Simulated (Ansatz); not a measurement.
**Ru(0001) with 2 thermally displaced layers, 2x2: scattering by thermal displacements**

Aim: the resistivity of Ru at 800 K from frozen thermal displacements between perfect leads.

Method: Ansatz plane-wave DFT, PBE, PAW files; ballistic transport by layer matching (Landauer), zero bias; PAW set soft_1, in Ansatz 0.2.0.

Report form: the programs' logs are mostly left out.

## (1) Set-up

The cell holds 48 atoms: 48 Ru. Its edges and angles: a = 5.412 Å, b = 5.412 Å, c = 25.691 Å, α = 90.0°, β = 90.0°, γ = 120.0°. It derives from Ru. Regions: lead, 40 atoms (40 Ru); scattering region, 8 atoms (8 Ru). The structure is stacked along c, and the current runs across the ab planes.

## (2) With 2 displaced layers

Each atom of 2 layers is moved at random, by amounts drawn from a normal law 0.057 Å wide in each direction from the Debye model (600 K) at 800 K. The layers about the cell's end stay perfect and serve as the lead. Disorder leaves little or no symmetry, which makes such runs dear. Energies from -0.05 to 0.05 eV in steps of 0.05 eV are too few for the program's thermal sum, so it prints no conductance; for a metal the transmission near the Fermi level serves, at a fraction of the cost.

Input file input.yaml:

```yaml
crystal:
  lattice:
    - [5.4116, 0.0, 0.0]
    - [-2.7058, 4.6865830751, 0.0]
    - [0.0, 0.0, 25.6914]
  atoms:
    - { symbol: Ru, position: [0.1666666667, 0.3333333333, 0.0416666667] }
    - { symbol: Ru, position: [0.1666666667, 0.8333333333, 0.0416666667] }
    - { symbol: Ru, position: [0.6666666667, 0.3333333333, 0.0416666667] }
    - { symbol: Ru, position: [0.6666666667, 0.8333333333, 0.0416666667] }
    - { symbol: Ru, position: [0.3333333333, 0.1666666667, 0.125] }
    - { symbol: Ru, position: [0.3333333333, 0.6666666667, 0.125] }
    - { symbol: Ru, position: [0.8333333333, 0.1666666667, 0.125] }
    - { symbol: Ru, position: [0.8333333333, 0.6666666667, 0.125] }
[... 36 atom lines left out ...]
    - { symbol: Ru, position: [0.3333333333, 0.1666666667, 0.9583333333] }
    - { symbol: Ru, position: [0.3333333333, 0.6666666667, 0.9583333333] }
    - { symbol: Ru, position: [0.8333333333, 0.1666666667, 0.9583333333] }
    - { symbol: Ru, position: [0.8333333333, 0.6666666667, 0.9583333333] }
kpoints:
  mp_grid: { grid: [5, 5, 1] }
hamiltonian:
  xc: pbe
  pseudopotentials: { kind: paw, azcp: { folder: soft_1 } }
scf:
  occupations: { method: fermi_dirac, width: 0.1 }
output:
  transmission:
    leads: [[0, 8]]
    kmesh: [10, 10]
    e_range: [-0.05, 0.05]
    de: 0.05
  write_potential: true
  write_density: true
  volumetric_format: npy
  elf: true
```

Run with:

```sh
$ ansatz run input.yaml --threads 4 --pin off --max-ram 15360MiB --backend cpu --events-out ev --progress --plain --runs-dir out
```

Run time: 9.8 min. Hardware: 4 threads of Intel Xeon Platinum 8259CL at 2.50GHz (Skylake/Cascade Lake), shared host; peak memory 6.5 GiB.

This step gave:

* free energy: -282178.8952 eV
* energy at zero smearing: -282178.1315 eV
* Fermi energy: 23.34 eV
* cell area: 25.36 Å²
* transmission per spin nearest the Fermi level: 4.737
* open channels per spin nearest the Fermi level: 5.16
* step of the lead's potential: 2.7 meV

Per spin. The transmission, zone mean by energy, zero at the Fermi level:

```csv
energy (eV),"transmission, zone mean"
-0.0500,4.84
0.0000,4.74
0.0500,5.03
```

Per spin. Open channels, zone mean, lead against energy, zero at the Fermi level:

```csv
energy (eV),"open channels, zone mean, lead"
-0.0500,5.16
0.0000,5.16
0.0500,5.64
```

Transmission over k1 and k2. At 0.0000 eV from the Fermi level.

Ten even steps from '0' (1.9) to '9' (11.7):
```
1122211000
1222232100
1124642210
1226996321
2134999431
1123699622
1012246421
1001232222
1000112221
2111121111
```
Columns: k1 (b1) from -0.5 to 0.4; rows upwards: k2 (b2) from -0.5 to 0.4.

Open channels over k1 and k2. At 0.0000 eV from the Fermi level.

Ten even steps from '_' (2.0) to '@' (12.0):
```
::::------::::..__..
..------------..____
..----++##++----....
::----##@@@@##----::
==::--++@@@@@@++--::
::::----##@@@@##----
......----++##++----
..____..------------
::..__..::::------::
==::....::==::....::
```
Columns: k1 (b1) from -0.5 to 0.4; rows upwards: k2 (b2) from -0.5 to 0.4.

Electrostatic potential energy in the ca plane at fractional y = 0.165, with atoms of Ru within 0.2 Å of it. With pseudopotentials it is smooth inside the atoms' cores, unlike the true potential.

Ten even steps from '0' (-71 eV) to '9' (24 eV), each cell a mean:
```
99999853479999999742479988999753589999999743
99999720048999999510159999999510169999998400
99999610048999999510159999999500169999998400
99999852369999999853589999999742489999999632
87799988899987899998999988899988899987899988
86689999999976789999999987899999999876799999
87799998899987799998899988899998999987899988
99999853479999999853479999999753589999999743
99999720048999999610048999999510169999998400
99999610048999999610048999999500169999998400
99999852369999999842379999999742489999999632
87799988899987899988899988899988899987899988
86689999999976789999999876799999999876799999
87799998899987799988899876799998999987899988
```
Columns run along c (16.0 Å, from fractional 0.19 to 0.81 of the cell; values clipped at the 3rd and 97th percentile), rows up along a (5.4 Å). Atoms in or near the plane, at fractional coordinates: Ru at (0.29, 0.33), Ru at (0.29, 0.83), Ru at (0.46, 0.33), Ru at (0.46, 0.85), Ru at (0.62, 0.33), Ru at (0.62, 0.83), Ru at (0.79, 0.33), Ru at (0.79, 0.83).

Valence density in the ca plane at fractional y = 0.165, with atoms of Ru within 0.2 Å of it. It is the smooth field of the valence electrons, not physical close to the nuclei.

Ten even steps from '0' (0 e/Å³) to '9' (11 e/Å³), each cell a mean:
```
00000013310000000034300000000023200000000123
00000159730000000279720000000269610000000379
00000159830000000269610000000279610000000389
00000024310000000023200000000134300000000134
00000000000000000000000000000000000000000000
01100000000001100000000001000000000011000000
00000000000000000000000000000000000000000000
00000013310000000023300000000023200000000123
00000159730000000159720000000269610000000379
00000159830000000169830000000279610000000389
00000024310000000024310000000134300000000134
00000000000000000000000000000000000000000000
01100000000001100000000011000000000011000000
00000000000000000000000011000000000000000000
```
Columns run along c (16.0 Å, from fractional 0.19 to 0.81 of the cell), rows up along a (5.4 Å). Atoms in or near the plane, at fractional coordinates: Ru at (0.29, 0.33), Ru at (0.29, 0.83), Ru at (0.46, 0.33), Ru at (0.46, 0.85), Ru at (0.62, 0.33), Ru at (0.62, 0.83), Ru at (0.79, 0.33), Ru at (0.79, 0.83).

ELF in the ca plane at fractional y = 0.165, with atoms of Ru within 0.2 Å of it. It is the smooth field of the valence electrons, not physical close to the nuclei.

Values, 8 rows by 16 columns, each cell a mean:
```
0.27 0.28 0.51 0.40 0.28 0.28 0.45 0.50 0.28 0.28 0.34 0.55 0.31 0.26 0.29 0.53
0.29 0.29 0.54 0.45 0.29 0.29 0.47 0.52 0.28 0.29 0.37 0.58 0.33 0.28 0.30 0.56
0.32 0.27 0.34 0.30 0.29 0.29 0.29 0.30 0.26 0.28 0.28 0.37 0.27 0.32 0.27 0.35
0.36 0.27 0.28 0.28 0.31 0.30 0.27 0.27 0.26 0.31 0.26 0.28 0.26 0.37 0.26 0.28
0.27 0.28 0.51 0.40 0.28 0.28 0.41 0.51 0.28 0.26 0.34 0.55 0.31 0.26 0.29 0.53
0.29 0.29 0.54 0.45 0.29 0.29 0.45 0.54 0.29 0.30 0.37 0.58 0.33 0.28 0.30 0.56
0.32 0.27 0.34 0.30 0.30 0.29 0.31 0.34 0.28 0.29 0.27 0.37 0.27 0.32 0.27 0.35
0.36 0.27 0.28 0.28 0.31 0.30 0.29 0.30 0.29 0.36 0.26 0.29 0.26 0.37 0.26 0.28
```
Columns run along c (16.0 Å, from fractional 0.19 to 0.81 of the cell), rows up along a (5.4 Å). Atoms in or near the plane, at fractional coordinates: Ru at (0.29, 0.33), Ru at (0.29, 0.83), Ru at (0.46, 0.33), Ru at (0.46, 0.85), Ru at (0.62, 0.33), Ru at (0.62, 0.83), Ru at (0.79, 0.33), Ru at (0.79, 0.83).

Over the solved energies the transmission per spin lies between 4.74 and 5.03, out of 5.32 channels of the lead on average (up to 5.64).

## (3) With 6 displaced layers

Each atom of 6 layers is moved at random, by amounts drawn from a normal law 0.057 Å wide in each direction from the Debye model (600 K) at 800 K. A fresh draw is used; the growth of the resistance with length is what counts.

System of this step: Ru(0001) with 6 thermally displaced layers, 2x2. The cell holds 64 atoms: 64 Ru. Its edges and angles: a = 5.412 Å, b = 5.412 Å, c = 34.255 Å, α = 90.0°, β = 90.0°, γ = 120.0°. It derives from Ru. Regions: lead, 40 atoms (40 Ru); scattering region, 24 atoms (24 Ru). The structure is stacked along c, and the current runs across the ab planes.

Input file input.yaml:

```yaml
crystal:
  lattice:
    - [5.4116, 0.0, 0.0]
    - [-2.7058, 4.6865830751, 0.0]
    - [0.0, 0.0, 34.2552]
  atoms:
    - { symbol: Ru, position: [0.1666666667, 0.3333333333, 0.03125] }
    - { symbol: Ru, position: [0.1666666667, 0.8333333333, 0.03125] }
    - { symbol: Ru, position: [0.6666666667, 0.3333333333, 0.03125] }
    - { symbol: Ru, position: [0.6666666667, 0.8333333333, 0.03125] }
    - { symbol: Ru, position: [0.3333333333, 0.1666666667, 0.09375] }
    - { symbol: Ru, position: [0.3333333333, 0.6666666667, 0.09375] }
    - { symbol: Ru, position: [0.8333333333, 0.1666666667, 0.09375] }
    - { symbol: Ru, position: [0.8333333333, 0.6666666667, 0.09375] }
[... 52 atom lines left out ...]
    - { symbol: Ru, position: [0.3333333333, 0.1666666667, 0.96875] }
    - { symbol: Ru, position: [0.3333333333, 0.6666666667, 0.96875] }
    - { symbol: Ru, position: [0.8333333333, 0.1666666667, 0.96875] }
    - { symbol: Ru, position: [0.8333333333, 0.6666666667, 0.96875] }
kpoints:
  mp_grid: { grid: [5, 5, 1] }
hamiltonian:
  xc: pbe
  pseudopotentials: { kind: paw, azcp: { folder: soft_1 } }
scf:
  occupations: { method: fermi_dirac, width: 0.1 }
output:
  transmission:
    leads: [[0, 8]]
    kmesh: [10, 10]
    e_range: [-0.05, 0.05]
    de: 0.05
  write_potential: true
  write_density: true
  volumetric_format: npy
```

Elapsed: 15 min, on 4 threads; peak memory 10 GiB; 57 min of CPU time.

This step gave:

* free energy: -376237.7558 eV
* energy at zero smearing: -376236.7332 eV
* Fermi energy: 23.37 eV
* transmission per spin nearest the Fermi level: 4.290
* open channels per spin nearest the Fermi level: 5.28
* step of the lead's potential: 3.9 meV

Per spin. Table of transmission, zone mean by energy, zero at the Fermi level:

```csv
energy (eV),"transmission, zone mean"
-0.0500,4.30
0.0000,4.29
0.0500,4.46
```

Over the solved energies the transmission per spin lies between 4.29 and 4.46, out of 5.5 channels of the lead on average (up to 6.06).

## (4) With 10 displaced layers

Each atom of 10 layers is moved at random, by amounts drawn from a normal law 0.057 Å wide in each direction from the Debye model (600 K) at 800 K. A fresh draw is used; the growth of the resistance with length is what counts.

System of this step: Ru(0001) with 10 thermally displaced layers, 2x2. The cell holds 80 atoms: 80 Ru. Its edges and angles: a = 5.412 Å, b = 5.412 Å, c = 42.819 Å, α = 90.0°, β = 90.0°, γ = 120.0°. It derives from Ru. Regions: lead, 40 atoms (40 Ru); scattering region, 40 atoms (40 Ru). The structure is stacked along c, and the current runs across the ab planes.

Input file input.yaml:

```yaml
crystal:
  lattice:
    - [5.4116, 0.0, 0.0]
    - [-2.7058, 4.6865830751, 0.0]
    - [0.0, 0.0, 42.819]
  atoms:
    - { symbol: Ru, position: [0.1666666667, 0.3333333333, 0.025] }
    - { symbol: Ru, position: [0.1666666667, 0.8333333333, 0.025] }
    - { symbol: Ru, position: [0.6666666667, 0.3333333333, 0.025] }
    - { symbol: Ru, position: [0.6666666667, 0.8333333333, 0.025] }
    - { symbol: Ru, position: [0.3333333333, 0.1666666667, 0.075] }
    - { symbol: Ru, position: [0.3333333333, 0.6666666667, 0.075] }
    - { symbol: Ru, position: [0.8333333333, 0.1666666667, 0.075] }
    - { symbol: Ru, position: [0.8333333333, 0.6666666667, 0.075] }
[... 68 atom lines left out ...]
    - { symbol: Ru, position: [0.3333333333, 0.1666666667, 0.975] }
    - { symbol: Ru, position: [0.3333333333, 0.6666666667, 0.975] }
    - { symbol: Ru, position: [0.8333333333, 0.1666666667, 0.975] }
    - { symbol: Ru, position: [0.8333333333, 0.6666666667, 0.975] }
kpoints:
  mp_grid: { grid: [5, 5, 1] }
hamiltonian:
  xc: pbe
  pseudopotentials: { kind: paw, azcp: { folder: soft_1 } }
scf:
  occupations: { method: fermi_dirac, width: 0.1 }
output:
  transmission:
    leads: [[0, 8]]
    kmesh: [10, 10]
    e_range: [-0.05, 0.05]
    de: 0.05
  write_potential: true
  write_density: true
  volumetric_format: npy
```

Run time: 26 min. Hardware: 4 threads; peak memory 8.5 GiB; 1.6 h of CPU time.

Numbers from this step:

| Property | Result |
| --- | --- |
| free energy | -470296.3491 eV |
| energy at zero smearing | -470295.0881 eV |
| transmission per spin nearest the Fermi level | 3.651 |
| step of the lead's potential | 6.6 meV |

Per spin. Transmission, zone mean against energy, zero at the Fermi level:

```csv
energy (eV),"transmission, zone mean"
-0.0500,3.70
0.0000,3.65
0.0500,3.74
```

Over the solved energies the transmission per spin lies between 3.65 and 3.74, out of 5.45 channels of the lead on average (up to 5.91).

## (5) Resistance against length

This step: Ansatz plane-wave DFT, PBE, PAW files; ballistic transport by layer matching (Landauer), zero bias; resistivity from the slope of the area resistance; PAW set soft_1 (Ansatz 0.2.0).

This step gave:

```yaml
resistivity: 13.34 µΩ cm
intercept: -0.004715 fΩ m²
scatter_about_the_fit: 0.006343 fΩ m²
```

Resistance, by row:

```csv
run,length (Å),T,channels N,RA (fΩ m²)
n2,4.282,4.87,5.32,0.05688
n6,12.85,4.348,5.5,0.1577
n10,21.41,3.695,5.45,0.2853
```

The area resistance by length of the displaced region:

```csv
length of the displaced region (Å),area resistance (fΩ m²)
4.28,0.0569
12.85,0.158
21.41,0.285
```

The area resistance goes from 0.057 to 0.29 fΩ m² between 4.3 and 21.4 Å, a slope of 13 µΩ cm.

By hand from the end points: (0.2853 − 0.05688) fΩ m² / (21.41 − 4.28) Å = 13 µΩ cm, since 1 fΩ m² per Å is 1000 µΩ cm.

## (6) Summary of results

```yaml
resistivity_from_the_slope: 13.3 µΩ cm
area_resistance_over_4p28_a: 0.0569 fΩ m²
area_resistance_over_12p8_a: 0.158 fΩ m²
area_resistance_over_21p4_a: 0.285 fΩ m²
```

**Reading.** The slope gives 13 µΩ cm. The points scatter by 0.0063 fΩ m² about the line, with one random draw a length in a 2x2 cell, so the slope is a rough value. The mean square of the displacements drawn is 0.73, 0.99 and 0.93 of the nominal one at the three lengths; with each resistance scaled back by that, the slope is 13 µΩ cm, the value used below. The lead's own channel count moves between the runs (5.32, 5.5 and 5.45), which shifts RA and the slope too. Read with a model of isotropic scattering on a spherical Fermi surface and the lead's 1.6×10¹⁵ S/m², this slope means a mean free path near 37 Å; over these lengths the model's slope is 1.08 times its bulk resistivity, which would be 12 µΩ cm. Uncorrelated displacements put too much weight on short waves, which scatter strongly; with the sideways repeat of a small cell, one draw and three short lengths, the method is good to a factor of two or three.

[Logs are printed without paths, hosts, clocks, repeated set-up lines and the standing remarks that a program may print on its own settings, such as how far it seeks lower states.]

[Hosts, paths, dates, database ids (printed as entryN), source tags and the programs' standing remarks are cut or masked in the printed files.]
